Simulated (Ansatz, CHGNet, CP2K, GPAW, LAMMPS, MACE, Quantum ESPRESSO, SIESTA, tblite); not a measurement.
# Amorphous carbon (100 atoms) in SIESTA, part 2 of 2

Wanted: SIESTA inputs and outputs for amorphous carbon (100 atoms), checked against a plane-wave reference.

Program: SIESTA 5.4.2; the method stands at each step. Banners, paths, timers and routine set-up lines are dropped from the logs unmarked, and long logs keep their key lines alone; longer cuts are marked. The potentials were converted by us to PSML.

So far. Step 3 (PBE, SZ, shift 0.01 Ry, mesh 300 Ry): Against the first run (16 %), the force difference from the reference is 63 %, at 0.25 times the CPU time (on 1 against 2 cores), with 400 basis functions against 1300: the smaller basis costs accuracy. Step 4 (PBE, DZP, shift 0.02 Ry, mesh 300 Ry): Against the first run (16 %), the force difference from the reference is 13 %, at 0.64 times the CPU time: tighter orbitals come nearer here, likely by a cancellation of errors.

## Step 5: PBE, DZ, shift 0.01 Ry, mesh 300 Ry

Method: Kohn-Sham DFT, PBE, PseudoDojo 0.4.1 norm-conserving pseudopotentials (converted to PSML), numerical atomic orbitals (DZ), diagonalisation.

input.fdf

```
SystemLabel cell
NumberOfAtoms 100
NumberOfSpecies 1
%block ChemicalSpeciesLabel
  1 6 C
%endblock ChemicalSpeciesLabel
LatticeConstant 1.0 Ang
%block LatticeVectors
  10.46950 0.00000 0.00000
  0.00000 10.46950 0.00000
  0.00000 0.00000 10.46950
%endblock LatticeVectors
PAO.BasisSize DZ
PAO.EnergyShift 0.01 Ry
XC.Functional GGA
XC.Authors PBE
MeshCutoff 300 Ry
%block kgrid_Monkhorst_Pack
  1 0 0 0.0
  0 1 0 0.0
  0 0 1 0.0
%endblock kgrid_Monkhorst_Pack
SolutionMethod diagon
OccupationFunction FD
ElectronicTemperature 580 K
SCF.Mixer.Method Pulay
SCF.Mixer.Weight 0.05
SCF.Mixer.History 8
SCF.Mix Hamiltonian
MaxSCFIterations 300
SCF.DM.Tolerance 1e-04
SCF.H.Tolerance 1.0e-3 eV
WriteForces T
Write.HirshfeldPop T
Write.VoronoiPop T
Write.DM F
Write.H F
XML.Write F
AtomicCoordinatesFormat Fractional
%block AtomicCoordinatesAndAtomicSpecies
[... 100 atom lines left out: the same atoms as in the first run ...]
%endblock AtomicCoordinatesAndAtomicSpecies
```

Started as:

```sh
$ OMP_NUM_THREADS=1 siesta < input.fdf > output.txt
```

Log:

```text
Version         : 5.4.2
reinit: System Name:
reinit: System Label: cell
initatom: Reading input for the pseudopotentials and atomic orbitals ----------
Species number:   1 Atomic number:    6 Label: C
Ground state valence configuration (from tables):   2s02  2p02  3d00  4f00
---- Processing specs for species: C
GGA--PBE XC_GGA_X_PBE--XC_GGA_C_PBE pb
[... lines left out ...]
        iscf     Eharris(eV)        E_KS(eV)     FreeEng(eV)     dDmax    Ef(eV) dHmax(eV)
[... lines left out ...]
SCF Convergence by DM+H criterion
[... lines left out ...]
SCF cycle converged after 20 iterations
[... lines left out ...]
   Max    5.164825
[... lines left out ...]
   Max    5.164825    constrained
Stress tensor Voigt[x,y,z,yz,xz,xy] (kbar):      102.80       47.47       81.15       21.71       28.17       21.93
[... lines left out ...]
siesta: FreeEng =    -16241.778881
[... lines left out ...]
siesta:         Fermi =      -4.585749
[... lines left out ...]
siesta:     0.013685    0.029626    0.013550
siesta:     0.017580    0.013549    0.050648
siesta: Cell volume =       1147.566400 Ang**3
siesta: Pressure (static):
siesta:                Solid            Molecule  Units
siesta:          -0.00052437         -0.00081878  Ry/Bohr**3
siesta:          -0.04814575         -0.07517688  eV/Ang**3
siesta:         -77.13799462       -120.44664851  kBar
    Orbital volume contribution        =          25.525579 eV
    (Free)E + p_basis*V_orbitals       =      -16216.253302 eV
    (Free)Eharris+ p_basis*V_orbitals  =      -16216.253290 eV
Hirshfeld Atomic Populations:
Atom #   charge [q] valence [e]  Species
     1     0.015139    3.984861  C
     2    -0.014494    4.014494  C
     3    -0.019244    4.019244  C
[...]
--------------------
 Total    -0.000009
Voronoi Atomic Populations:
Atom #   charge [q] valence [e]  Species
[...]
99     0.006868    3.993132  C
   100     0.009710    3.990290  C
--------------------
 Total    -0.000010
```

Wall time 1.7 min (1 thread of Arm Neoverse V2, shared host); peak memory 0.74 GiB.

Numbers from this run, and their distance from the reference:

| Quantity | Value |
| --- | --- |
| r.m.s. force component | 1.558 eV/Å |
| r.m.s. difference of force components | 277.7 meV/Å |
| longest difference of force vectors | 1486 meV/Å |
| force difference over r.m.s. force | 19.49 % |
| slope of forces against the reference's | 1.079 |
| correlation of force components | 0.9866 |
| pressure | -7.714 GPa |
| pressure difference | 5.942 GPa |

This is a coarse setting, run to see what it loses.

Against the first run (16 %), the force difference from the reference is 19 %, at 0.32 times the CPU time (on 1 against 2 cores), with 800 basis functions against 1300: the smaller basis costs accuracy.

## Step 6: Side by side

Differences are against the plane-wave reference, forces as r.m.s. over components; share is that over the reference's r.m.s. force, slope the least-squares factor from reference forces to these. Total energies of different programs have different zeros and aren't compared.

```
                                                run  Δ force, r.m.s. (meV/Å)  share (%)  slope  Δ pressure (GPa)  cores  CPU time  memory (GiB)
                                          reference                        -          -      -                 -      8      45 s           1.3
        SIESTA PBE, DZP, shift 0.01 Ry, mesh 300 Ry                      230       16.2  1.034              4.86      2   5.2 min           1.5
SIESTA PBE, SZ, shift 0.01 Ry, mesh 300 Ry (coarse)                      892       62.6  1.120              23.9      1      78 s          0.61
        SIESTA PBE, DZP, shift 0.02 Ry, mesh 300 Ry                      190       13.3  1.034             0.980      2   3.3 min           1.2
SIESTA PBE, DZ, shift 0.01 Ry, mesh 300 Ry (coarse)                      278       19.5  1.079              5.94      1   1.7 min          0.74
```

Rows marked coarse were listed beforehand as settings not expected to be converged; some can still land near the reference.

CPU time is summed over cores on a shared host, where runs went side by side, so it is rough. Symmetry, cutoffs, thresholds, outputs and thread counts weren't matched or tuned between programs; memory under MPI is the largest rank's times the ranks.

## Step 7: Outcome

```
nearest in forces : SIESTA PBE, DZP, shift 0.02 Ry, mesh 300 Ry, 13 %
its CPU time      : 3.3 min
```

**Reading.** The PBE runs in local orbitals, coarse settings apart, differ by 13 % (SIESTA PBE, DZP, shift 0.02 Ry, mesh 300 Ry) to 16 % (SIESTA PBE, DZP, shift 0.01 Ry, mesh 300 Ry); basis, grid and potentials can all enter. Runs with settings chosen to be coarse differ by 19 % (SIESTA PBE, DZ, shift 0.01 Ry, mesh 300 Ry) to 63 % (SIESTA PBE, SZ, shift 0.01 Ry, mesh 300 Ry), their programs' other errors included. None of the electronic-structure runs in the table takes under half the reference's CPU time of 45 s; they take 1.7 to 7.0 times as much. In pressure, SIESTA PBE, SZ, shift 0.01 Ry, mesh 300 Ry misses by +23.9 GPa, at the same functional. The quench rate of 100 K/ps is many orders above laboratory rates, so the cell is likely richer in defects and strain than a real sample. The network of bonds at the start is that of the classical potential that made the cell, and needn't be the one that DFT or experiment would give. The reference's stress is far from hydrostatic: its diagonal is -16.3, -11.0, -13.7 GPa, compression counted positive. The electronic-structure runs sample only Γ, in a cell whose shortest periodic width is 10 Å, which is coarse for a cell with partly filled levels.

[Also dropped from logs without a mark: logging warnings of Python, and SIESTA's first energy breakdown and zero terms.]

[Logs are printed without paths, hosts, clocks, repeated set-up lines and the standing remarks that a program may print on its own settings, such as how far it seeks lower states.]

[Hosts, paths, dates, database ids (printed as entryN), source tags and the programs' standing remarks are cut or masked in the printed files.]
